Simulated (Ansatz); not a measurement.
## armchair SiC nanoribbon (N = 3, H edges): bands by functional and under strain

Wanted: the relaxed geometry and the bands of the armchair SiC nanoribbon (N = 3, H edges).

Main program and level: Ansatz 0.2.0; DFT PBE, plane waves, PAW; relaxation of a wire's period, in the first sound run; inputs show where later runs differ.

## 1. Set-up

The cell holds 10 atoms: 3 Si, 3 C and 4 H. Cell: a = 12.560 Å, b = 7.000 Å, c = 5.370 Å, α = 90.0°, β = 90.0°, γ = 90.0°. Vacuum lies along a and b. The structure's axis is c.

## 2. Relaxing the period

Band widths follow the bond lengths, so the wire is relaxed first. The atoms and the third cell vector are free; the box across stays fixed as vacuum. A Fermi-Dirac smearing is set since the result may be a metal. The pressure printed is a third of the stress's trace over the whole box, vacuum included; only the stress along the axis is relaxed.

input.yaml reads:

```yaml
crystal:
  lattice:
    - [12.56, 0.0, 0.0]
    - [0.0, 7.0, 0.0]
    - [0.0, 0.0, 5.37]
  atoms:
    - { symbol: Si, position: [0.376572936, 0.5, 0.0] }
    - { symbol: Si, position: [0.623417756, 0.5, 0.0] }
    - { symbol: C, position: [0.376572936, 0.5, 0.333333333] }
    - { symbol: C, position: [0.623417756, 0.5, 0.333333333] }
    - { symbol: H, position: [0.302795294, 0.5, 0.432960894] }
    - { symbol: H, position: [0.697195398, 0.5, 0.432960894] }
    - { symbol: Si, position: [0.499995346, 0.5, 0.5] }
    - { symbol: C, position: [0.499995346, 0.5, 0.833333333] }
    - { symbol: H, position: [0.27866242, 0.5, 0.867783985] }
    - { symbol: H, position: [0.721328272, 0.5, 0.867783985] }
kpoints:
  mp_grid: { grid: [1, 1, 15] }
scf:
  occupations: { method: fermi_dirac, width: 0.05 }
hamiltonian:
  xc: pbe
relax:
  cell: { fix: [a, b, alpha, beta, gamma] }
  max_steps: 60
```

On the command line:

```bash
> ansatz run input.yaml --threads 4 --pin off --max-ram 16384MiB --backend cpu --events-out ev --progress --plain --runs-dir out
```

Numbers of over 12 decimals in the logs are rounded to 6 here.

The log of the run:

```text
Engine: ansatz 0.2.0, aarch64-unknown-linux-gnu
Pseudopotentials: kind: paw
Pseudopotential: Si, paw, valence charge 4, recommended cutoff 420 eV (normal), Si.paw.azcp
Pseudopotential: C, paw, valence charge 4, recommended cutoff 420 eV (normal), C.paw.azcp
Pseudopotential: H, paw, valence charge 1, recommended cutoff 420 eV (normal), H.paw.azcp
Functional definition: PBE
  parameter kappa = 0.804
  parameter beta = 0.066725
  exchange = pbe_x(kappa = kappa, mu = beta*pi^2/3)
  correlation = pbe_c(beta = beta)
Crystal: 10 atoms, lattice volume = 472.130 Å³
Basis set: ecut = 420 eV, 9203 PW (Γ), exchange–correlation on 180×96×72 points (8 copies of the dense FFT grid, shifted against one another)
Bands: 24, of which v1, the nominal top of the filled ones, is band 14 counted from 1 (13 counted from 0)
Symmetry: 4 space group operations
Space group: Pmm2 (ITA 25), of the structure as read, at distance tolerance 7.8e-5 Å
k-points: 8 of 15 (time reversal used)
Non-local potential: Si, projectors of the file, l = 0: 2, l = 1: 2, l = 2: 2
Non-local potential: C, projectors of the file, l = 0: 2, l = 1: 2, l = 2: 1
Non-local potential: H, projectors of the file, l = 0: 2, l = 1: 1
PAW form: soft (Blöchl's): semilocal exchange-correlation on the pseudo side does not see the compensation charge
PAW one-centre angular grid: Si, 110 points (default); XC on 64 Gauss nodes
PAW one-centre angular grid: C, 110 points (default); XC on 64 Gauss nodes
PAW one-centre angular grid: H, 110 points (default); XC on 64 Gauss nodes
Initial density: superposition of atomic densities (neutral atoms: chi_scale 0, normalization atom), corrected by the library's trained network
Initial wavefunctions: pseudopotential atomic-orbital guess
Functional: x = pbe(κ = 0.804, μ = 0.219515), c = pbe(β = 0.066725)
SCF iter   1: F=—  HF=-2720.753707 eV  |F-HF|=—  |Δ(HF+E_count)|=         —  Δρ=2.03e-3  dr2=2.42e-2  ethr=1.77e-3  ⟨swp⟩=9.1  Hψ=1362  notcnv=0  defer=5
preconditioner: auto → Resta (q_TF=auto, 1.704 Å⁻¹)  ε∞=1.8  [insulator: Δε(μ)=2.285 eV  Ē_g=10.134 eV  σ=0.050 eV  W_gap=1.00  n_scr=38 (ndim 8)  ℏωp=9.0 eV  f_vac=0.629  D(μ)=0.00/eV (n_scr^D=0)  ε∞_Penn≈1.8  vacuum switching on, ρ_ref=7.4e-3 e/Å³]
SCF iter   2: F=—  HF=-2720.765943 eV  |F-HF|=—  |Δ(HF+E_count)|=   1.22e-2  Δρ=9.42e-4  dr2=5.39e-3  ethr=8.64e-5  ⟨swp⟩=2.5  Hψ=375  notcnv=0  defer=35
SCF iter   3: F=—  HF=-2720.770141 eV  |F-HF|=—  |Δ(HF+E_count)|=   4.20e-3  Δρ=5.32e-4  dr2=1.56e-3  ethr=1.92e-5  ⟨swp⟩=2.6  Hψ=310  notcnv=0  defer=35
SCF iter   4: F=—  HF=-2720.771079 eV  |F-HF|=—  |Δ(HF+E_count)|=   9.38e-4  Δρ=9.13e-5  dr2=4.75e-5  ethr=5.59e-6  ⟨swp⟩=2.9  Hψ=314  notcnv=0  defer=35
SCF iter   5: F=—  HF=-2720.771418 eV  |F-HF|=—  |Δ(HF+E_count)|=   3.39e-4  Δρ=3.28e-5  dr2=5.31e-6  ethr=1.70e-7  ⟨swp⟩=2.0  Hψ=289  notcnv=0  defer=35
SCF iter   6: F=—  HF=-2720.771426 eV  |F-HF|=—  |Δ(HF+E_count)|=   8.19e-6  Δρ=1.24e-5  dr2=1.15e-6  ethr=1.90e-8  ⟨swp⟩=2.0  Hψ=265  notcnv=0  defer=35
SCF iter   7: F=—  HF=-2720.771426 eV  |F-HF|=—  |Δ(HF+E_count)|=   5.63e-7  Δρ=6.09e-6  dr2=2.51e-7  ethr=4.10e-9  ⟨swp⟩=2.1  Hψ=262  notcnv=0  defer=35
SCF iter   8: F=-2720.771427 eV  HF=-2720.771426 eV  |F-HF|=1.18e-8  |Δ(HF+E_count)|=   2.60e-8  Δρ=1.37e-6  dr2=7.09e-9  ethr=3.57e-10  ⟨swp⟩=5.0  Hψ=615  notcnv=0
SCF 1 converged in 8 iterations: F = -2720.771427 eV  dr2 = 7.09e-9
  greatest PAW one-centre occupation: 0.652 electrons in one spin orbital (limit 2), on the C atom at site 3 (counted from 0), in its partial waves of l = 0
relax step   1: F+E_penalty+E_count = -2720.77142651 eV  Δ(F+E_penalty+E_count) = +0.000e0 eV  max|allowed force component| = 1.907e0 eV/Å  Δτ_max = 0.0000 Å  P = +0.203 GPa  Ω = 472.130 Å³  fix = [a, b, alpha, beta, gamma]  reactions: a +0.621, b +0.232 GPa  (8 SCF iters, dr2 threshold 1.00e-7 eV, accepted)
Crystal: 10 atoms, lattice volume = 476.411 Å³
Basis set: ecut = 420 eV, 9305 PW (Γ), exchange–correlation on 180×96×72 points (8 copies of the dense FFT grid, shifted against one another)
Initial density: handed on by an earlier stage of this run
Initial wavefunctions: those handed on with the density
iter 1 solved again at ethr=9.28e-5 eV; its pass at ethr=3.10e-3 eV (dr2=2.60e-2 eV) is discarded
SCF iter   1: F=—  HF=-2720.950082 eV  |F-HF|=—  |Δ(HF+E_count)|=         —  Δρ=2.83e-3  dr2=2.64e-2  ethr=9.28e-5  ⟨swp⟩=2.4  Hψ=1258  notcnv=0
preconditioner: auto → Resta (q_TF=auto, 1.701 Å⁻¹)  ε∞=1.8  [insulator: Δε(μ)=2.354 eV  Ē_g=10.121 eV  σ=0.050 eV  W_gap=1.00  n_scr=38 (ndim 8)  ℏωp=9.0 eV  f_vac=0.631  D(μ)=0.00/eV (n_scr^D=0)  ε∞_Penn≈1.8  vacuum switching on, ρ_ref=7.4e-3 e/Å³]
SCF iter   2: F=—  HF=-2720.944600 eV  |F-HF|=—  |Δ(HF+E_count)|=   5.48e-3  Δρ=1.25e-3  dr2=4.68e-3  ethr=9.28e-5  ⟨swp⟩=2.6  Hψ=283  notcnv=0
SCF iter   3: F=—  HF=-2720.944156 eV  |F-HF|=—  |Δ(HF+E_count)|=   4.44e-4  Δρ=3.26e-4  dr2=5.89e-4  ethr=1.67e-5  ⟨swp⟩=2.6  Hψ=309  notcnv=0
SCF iter   4: F=—  HF=-2720.944436 eV  |F-HF|=—  |Δ(HF+E_count)|=   2.80e-4  Δρ=1.25e-4  dr2=1.03e-4  ethr=2.10e-6  ⟨swp⟩=2.0  Hψ=287  notcnv=0
SCF iter   5: F=—  HF=-2720.944422 eV  |F-HF|=—  |Δ(HF+E_count)|=   1.37e-5  Δρ=3.25e-5  dr2=4.38e-6  ethr=3.68e-7  ⟨swp⟩=2.1  Hψ=260  notcnv=0
SCF iter   6: F=—  HF=-2720.944424 eV  |F-HF|=—  |Δ(HF+E_count)|=   1.92e-6  Δρ=1.39e-5  dr2=1.13e-6  ethr=3.57e-9  ⟨swp⟩=5.6  Hψ=639  notcnv=0
SCF iter   7: F=-2720.944424 eV  HF=-2720.944424 eV  |F-HF|=2.80e-8  |Δ(HF+E_count)|=   3.14e-8  Δρ=3.64e-6  dr2=5.20e-8  ethr=3.57e-9  ⟨swp⟩=5.0  Hψ=606  notcnv=0
SCF 2 converged in 7 iterations: F = -2720.944424 eV  dr2 = 5.20e-8
  greatest PAW one-centre occupation: 0.653 electrons in one spin orbital (limit 2), on the C atom at site 3 (counted from 0), in its partial waves of l = 0
relax step   2: F+E_penalty+E_count = -2720.94442428 eV  Δ(F+E_penalty+E_count) = -1.730e-1 eV  max|allowed force component| = 7.861e-1 eV/Å  Δτ_max = 0.0435 Å  P = +0.044 GPa  Ω = 476.411 Å³  energy of the carried Pulay correction = -1.452e-3 eV  fix = [a, b, alpha, beta, gamma]  reactions: a +0.199, b +0.221 GPa  (7 SCF iters, dr2 threshold 1.00e-6 eV, accepted)
Crystal: 10 atoms, lattice volume = 478.333 Å³
Basis set: ecut = 420 eV, 9321 PW (Γ), exchange–correlation on 180×96×72 points (8 copies of the dense FFT grid, shifted against one another)
iter 1 solved again at ethr=5.88e-5 eV; its pass at ethr=3.10e-3 eV (dr2=1.65e-2 eV) is discarded
SCF iter   1: F=—  HF=-2720.979057 eV  |F-HF|=—  |Δ(HF+E_count)|=         —  Δρ=2.18e-3  dr2=1.76e-2  ethr=5.88e-5  ⟨swp⟩=2.5  Hψ=1077  notcnv=0
preconditioner: auto → Resta (q_TF=auto, 1.700 Å⁻¹)  ε∞=1.8  [insulator: Δε(μ)=2.400 eV  Ē_g=10.156 eV  σ=0.050 eV  W_gap=1.00  n_scr=38 (ndim 8)  ℏωp=9.0 eV  f_vac=0.630  D(μ)=0.00/eV (n_scr^D=0)  ε∞_Penn≈1.8  vacuum switching on, ρ_ref=7.5e-3 e/Å³]
SCF iter   2: F=—  HF=-2720.975276 eV  |F-HF|=—  |Δ(HF+E_count)|=   3.78e-3  Δρ=8.92e-4  dr2=2.67e-3  ethr=5.88e-5  ⟨swp⟩=2.1  Hψ=273  notcnv=0
SCF iter   3: F=—  HF=-2720.975110 eV  |F-HF|=—  |Δ(HF+E_count)|=   1.66e-4  Δρ=4.39e-4  dr2=8.62e-4  ethr=9.54e-6  ⟨swp⟩=2.0  Hψ=290  notcnv=0
SCF iter   4: F=—  HF=-2720.975331 eV  |F-HF|=—  |Δ(HF+E_count)|=   2.21e-4  Δρ=1.17e-4  dr2=5.42e-5  ethr=3.08e-6  ⟨swp⟩=2.1  Hψ=275  notcnv=0
SCF iter   5: F=—  HF=-2720.975334 eV  |F-HF|=—  |Δ(HF+E_count)|=   2.28e-6  Δρ=2.42e-5  dr2=2.57e-6  ethr=1.94e-7  ⟨swp⟩=2.2  Hψ=288  notcnv=0
SCF iter   6: F=-2720.975334 eV  HF=-2720.975334 eV  |F-HF|=1.91e-7  |Δ(HF+E_count)|=   9.12e-7  Δρ=1.01e-5  dr2=5.64e-7  ethr=3.57e-9  ⟨swp⟩=5.5  Hψ=654  notcnv=0
SCF 3 converged in 6 iterations: F = -2720.975334 eV  dr2 = 5.64e-7
  greatest PAW one-centre occupation: 0.654 electrons in one spin orbital (limit 2), on the C atom at site 3 (counted from 0), in its partial waves of l = 0
relax step   3: F+E_penalty+E_count = -2720.97533423 eV  Δ(F+E_penalty+E_count) = -3.091e-2 eV  max|allowed force component| = 7.345e-2 eV/Å  Δτ_max = 0.0257 Å  P = +0.108 GPa  Ω = 478.333 Å³  energy of the carried Pulay correction = -2.100e-3 eV  fix = [a, b, alpha, beta, gamma]  reactions: a +0.056, b +0.214 GPa  (6 SCF iters, dr2 threshold 1.00e-6 eV, accepted)
[...]
relax step   4: F+E_penalty+E_count = -2720.97584425 eV  Δ(F+E_penalty+E_count) = -5.100e-4 eV  max|allowed force component| = 1.430e-2 eV/Å  Δτ_max = 0.0043 Å  P = +0.073 GPa  Ω = 478.401 Å³  energy of the carried Pulay correction = -2.123e-3 eV  fix = [a, b, alpha, beta, gamma]  reactions: a +0.004, b +0.214 GPa  (5 SCF iters, dr2 threshold 3.37e-7 eV, accepted)
[...]
relax step   5: F+E_penalty+E_count = -2720.97586606 eV  Δ(F+E_penalty+E_count) = -2.182e-5 eV  max|allowed force component| = 8.973e-3 eV/Å  Δτ_max = 0.0021 Å  P = +0.070 GPa  Ω = 478.473 Å³  energy of the carried Pulay correction = -2.147e-3 eV  fix = [a, b, alpha, beta, gamma]  reactions: a -0.003, b +0.214 GPa  (5 SCF iters, dr2 threshold 1.28e-8 eV, accepted)
Basis set: ecut = 420 eV, 9325 PW (Γ), exchange–correlation on 180×96×80 points (8 copies of the dense FFT grid, shifted against one another)
Initial wavefunctions: pseudopotential atomic-orbital guess (no wavefunctions were taken with the density)
iter 1 solved again at ethr=2.76e-6 eV; its pass at ethr=3.10e-3 eV (dr2=7.72e-4 eV) is discarded
SCF iter   1: F=—  HF=-2720.976972 eV  |F-HF|=—  |Δ(HF+E_count)|=         —  Δρ=5.46e-5  dr2=8.54e-7  ethr=2.76e-6  ⟨swp⟩=3.0  Hψ=1849  notcnv=0
eigensolver tolerance schedule: the retry pair's looser diagonalisation over-reported the residual by 903.08 of it (diagonalisation noise at 4.11 of the residual, at the tolerance the schedule requests for it); recorded, not acted on — ethr = c·dr2/N_el stays at c = 1.0e-1
preconditioner: auto → Resta (q_TF=auto, 1.700 Å⁻¹)  ε∞=1.8  [insulator: Δε(μ)=2.398 eV  Ē_g=10.151 eV  σ=0.050 eV  W_gap=1.00  n_scr=38 (ndim 8)  ℏωp=9.0 eV  f_vac=0.629  D(μ)=0.00/eV (n_scr^D=0)  ε∞_Penn≈1.8  vacuum switching on, ρ_ref=7.5e-3 e/Å³]
SCF iter   2: F=—  HF=-2720.977762 eV  |F-HF|=—  |Δ(HF+E_count)|=   7.90e-4  Δρ=2.73e-5  dr2=1.83e-7  ethr=3.05e-9  ⟨swp⟩=3.0  Hψ=366  notcnv=0
SCF iter   3: F=—  HF=-2720.978111 eV  |F-HF|=—  |Δ(HF+E_count)|=   3.50e-4  Δρ=4.44e-6  dr2=1.39e-8  ethr=6.52e-10  ⟨swp⟩=2.0  Hψ=304  notcnv=0
SCF iter   4: F=—  HF=-2720.978127 eV  |F-HF|=—  |Δ(HF+E_count)|=   1.63e-5  Δρ=5.67e-7  dr2=1.51e-9  ethr=4.96e-11  ⟨swp⟩=2.0  Hψ=304  notcnv=0
SCF iter   5: F=—  HF=-2720.978128 eV  |F-HF|=—  |Δ(HF+E_count)|=   7.98e-8  Δρ=2.77e-7  dr2=5.07e-10  ethr=5.38e-12  ⟨swp⟩=2.0  Hψ=304  notcnv=0
SCF iter   6: F=-2720.978128 eV  HF=-2720.978128 eV  |F-HF|=3.76e-10  |Δ(HF+E_count)|=  1.01e-10  Δρ=1.03e-7  dr2=6.93e-11  ethr=1.00e-12  ⟨swp⟩=3.2  Hψ=716  notcnv=0
SCF 6 converged in 6 iterations: F = -2720.978128 eV  dr2 = 6.93e-11
relax step   6: F+E_penalty+E_count = -2720.97812753 eV  Δ(F+E_penalty+E_count) = -2.261e-3 eV  max|allowed force component| = 9.770e-3 eV/Å  Δτ_max = 0.0000 Å  P = +0.074 GPa  Ω = 478.473 Å³  fix = [a, b, alpha, beta, gamma]  reactions: a -0.003, b +0.217 GPa  stress off target by 8.37e-3 GPa on what of the cell is left free  SCF on the basis re-selected at this cell (its energy is not comparable with the rows above)  (6 SCF iters)
basis re-selected at this cell: Δ(F+E_penalty+E_count) = -2.261e-3 eV, ΔP = +0.004 GPa vs the last step (what re-selecting the basis moved, of the pressure what is left beyond the Pulay correction that the steps carried, after the strain that the cell walked since its last selection, with what the two solves' SCF thresholds leave and, on support functions, any second-order correction that the steps lacked; it is no measure of the basis error at this ecutwfc). The dense FFT grid was sized anew with the basis: this SCF ran on 90×48×40 points, the steps before it on 90×48×36, so part of this shift can come from that change (see relax.cell in the input reference). [rest of the remark cut]
SCF converged after 6 iterations
Free energy (F): -2720.978128 eV
Harris-Foulkes:  -2720.978128 eV  (|F-HF|=3.76e-10)
Internal energy: -2720.978128 eV  (E = F + TS)
E sigma→0 (E₀):  -2720.978128 eV
Fermi energy:    -1.754729 eV
--- Per-component energies (eV) ---
  E_band       = -234.938525
  E_kinetic    = 445.411450
  E_local      = -2917.387711  (includes V_loc(G=0)·N_el)
  E_nonlocal   = 165.528729
  E_hartree    = 1232.018578
  E_xc         = -343.894943
  E_vxc        = -362.300016  (∫ρ·V_xc dr)
  E_paw        = -1838.444857  (= ΣΔE_a)
  E_vpaw       = -30.222989  (= ΣTr[D̂ρ^β])
  E_aug_tail   = -0.005073  (compensation charges beyond the density's cutoff)
  E_ewald      = 535.795700
  E_smearing   = -0.000000  (= −TS)
  E_closure    = -0.000000  (closes the sum)
  Σ components = -2720.978128   (vs F -2720.978128, Δ=0.00e0)
--- Forces (eV/Å), atoms counted from 1 ---
  atom   1  Si    -0.00633935     0.00000000    -0.00364957
  atom   2  Si     0.00633935    -0.00000000    -0.00364957
  atom   3  C      0.00412612    -0.00000000     0.00977036
  atom   4  C     -0.00412612     0.00000000     0.00977036
  atom   5  H     -0.00084123     0.00000000    -0.00664267
  atom   6  H      0.00084123    -0.00000000    -0.00664267
  atom   7  Si    -0.00000000     0.00000000    -0.00563065
  atom   8  C      0.00000000    -0.00000000     0.00030919
  atom   9  H      0.00427977    -0.00000000     0.00318348
  atom  10  H     -0.00427977     0.00000000     0.00318348
  max |Σ_I F_I| component: 1.75e-6 eV/Å
--- Stress (GPa, compression-positive) ---
       -0.003143      -0.000000      -0.000000
       -0.000000       0.217047       0.000000
       -0.000000       0.000000       0.008370
  P = ⅓ Tr σ = 0.0741 GPa (0.741 kbar)
--- Relaxed structure (5 steps of the walk, 5 accepted, 1 SCFs on fresh bases) ---
  F+E_penalty+E_count = -2720.97812753 eV   max|allowed force component| = 9.770e-3 eV/Å   (the final SCF, on the basis selected at the relaxed cell)
  cell:  # Å, volume = 478.4730 Å³
    - [12.56, 0.0, 0.0]
    - [0.0, 7.0, 0.0]
    - [0.0, 0.0, 5.442141]
  atoms:
    - { symbol: Si, position: [0.380746, 0.500000, 0.00837258] }
    - { symbol: Si, position: [0.619245, 0.500000, 0.00837258] }
    - { symbol: C, position: [0.379023, 0.500000, 0.329568] }
    - { symbol: C, position: [0.620968, 0.500000, 0.329568] }
    - { symbol: H, position: [0.302206, 0.500000, 0.423350] }
    - { symbol: H, position: [0.697785, 0.500000, 0.423350] }
    - { symbol: Si, position: [0.499995, 0.500000, 0.499894] }
    - { symbol: C, position: [0.499995, 0.500000, 0.831325] }
    - { symbol: H, position: [0.277266, 0.500000, 0.873845] }
    - { symbol: H, position: [0.722725, 0.500000, 0.873845] }
```

Wall time 13 s (4 threads of Arm Neoverse V1, shared host); peak memory 0.68 GiB; 50 s of CPU time.

The steps of the relaxation:

| step | energy less that of the first step (eV) | largest force component (eV/Å) | pressure (GPa) | volume (Å³) |
| --- | --- | --- | --- | --- |
| 1 | 0.0000 | 1.9068 | 0.20 | 472.13 |
| 2 | -0.1730 | 0.7861 | 0.04 | 476.41 |
| 3 | -0.2039 | 0.0735 | 0.11 | 478.33 |
| 4 | -0.2044 | 0.0143 | 0.07 | 478.40 |
| 5 | -0.2044 | 0.0090 | 0.07 | 478.47 |
| 6* | -0.2067 | 0.0098 | 0.07 | 478.47 |

Relaxation steps marked * repeat the geometry before them on a plane-wave basis chosen anew for their cell, so energy and pressure can jump there.

The run keeps the 4 symmetry operations that it works with, so distortions that break them were not tested.

| cell as run | before | after | change |
| --- | --- | --- | --- |
| c (Å) | 5.370 | 5.442 | +1.3 % |

The atoms that moved most (Å, along periodic axes as changes of fractional coordinates times the final cell, across vacuum about the mean position):

| atom | dx | dy | dz | length |
| --- | --- | --- | --- | --- |
| Si2 | -0.052 | 0.000 | 0.046 | 0.069 |
| Si1 | 0.052 | 0.000 | 0.046 | 0.069 |
| H5 | -0.007 | 0.000 | -0.052 | 0.053 |
| H6 | 0.007 | 0.000 | -0.052 | 0.053 |
| H9 | -0.018 | 0.000 | 0.033 | 0.037 |
| H10 | 0.018 | 0.000 | 0.033 | 0.037 |
| C4 | -0.031 | 0.000 | -0.020 | 0.037 |
| C3 | 0.031 | 0.000 | -0.020 | 0.037 |

Numbers from this step:

```yaml
cell_length_along_the_wire: 5.442 Å
```

The cell's length comes to 5.442 Å with spin left out.

(Continued in part 2 of 3.)

[Logs are printed without paths, hosts, clocks, repeated set-up lines and the standing remarks that a program may print on its own settings, such as how far it seeks lower states.]

[Hosts, paths, dates, database ids (printed as entryN), source tags and the programs' standing remarks are cut or masked in the printed files.]
